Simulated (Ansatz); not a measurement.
Two G0W0 runs on WSi2N4/WSi2N4 (MoSi2N4 type bilayer).

The cell holds 14 atoms: 2 W, 8 N and 4 Si. Its edges and angles: a = 2.882 Å, b = 2.882 Å, c = 57.600 Å, α = 90.0°, β = 90.0°, γ = 120.0°. It derives from N4Si2W1. Regions: layer 1 (WSi2N4), 7 atoms (1 W, 4 N and 2 Si); layer 2 (WSi2N4), 7 atoms (1 W, 4 N and 2 Si). Vacuum lies along c.

```xyz
14
Lattice="2.8823 0.0000 0.0000 -1.4412 2.4961 0.0000 0.0000 0.0000 57.6000" Properties=species:S:1:pos:R:3
W     0.0000    0.0000   23.6930
N     0.0000    1.6641   24.9350
N     0.0000    1.6641   22.4502
Si    0.0000    1.6641   26.6688
Si    0.0000    1.6641   20.7152
N     1.4412    0.8320   27.1732
N     1.4412    0.8320   20.2070
W     0.0000    1.6641   33.9070
N     0.0000    0.0000   35.1498
N     0.0000    0.0000   32.6650
Si    0.0000    0.0000   36.8848
Si    0.0000    0.0000   30.9312
N     1.4412    0.8320   37.3930
N     1.4412    0.8320   30.4268
```

The structure was relaxed with PBEsol-D3(BJ). The runs that relaxed it are not among those shown. Spin-orbit coupling is left out unless a run names it.

The first (Ansatz 0.2.0; start PBEsol, 9×9×1 mesh, 611 empty bands, screening to 75 eV, PAW set soft_1 files; 1 × NVIDIA H100 80GB HBM3 (shared by 6 runs) with 3 threads of AMD EPYC 7R13 (Zen 3), shared host) gave, on its mesh: starting gap 2.05 eV, G0W0 gap 2.89 eV, mean of 1 + 4πα/V (set by the cell height) 2.75, 3.6 min.

The second changes empty bands from 611 to 247 and screening cutoff (eV) from 75.0 to 41. What does it give?

It gave: starting gap 2.05 eV, G0W0 gap 2.93 eV, mean of 1 + 4πα/V (set by the cell height) 2.76, 70 s. The G0W0 gap moves by +0.04 eV, +0.00 eV from the start and +0.04 eV from the correction. Σc changes by +0.33 eV at the valence top and +0.37 eV at the conduction bottom, and Σx − Vxc between them by −0.0001 eV.

Limits: not at the basis limit; coarse mesh for a sheet; no spin-orbit coupling.

[Paths, hosts, dates, memory and timing lines, banners, echoed tables and standing remarks are left out of the program output.]

[Logs are printed without paths, hosts, clocks, repeated set-up lines and the standing remarks that a program may print on its own settings, such as how far it seeks lower states.]

[Runs of the session that timed out or met a known fault of the program may be left out.]

[Cells called generated may have been cut or substituted from an entry of the Crystallography Open Database or the Materials Project.]

[Hosts, paths, dates, database ids (printed as entryN), source tags and the programs' standing remarks are cut or masked in the printed files.]
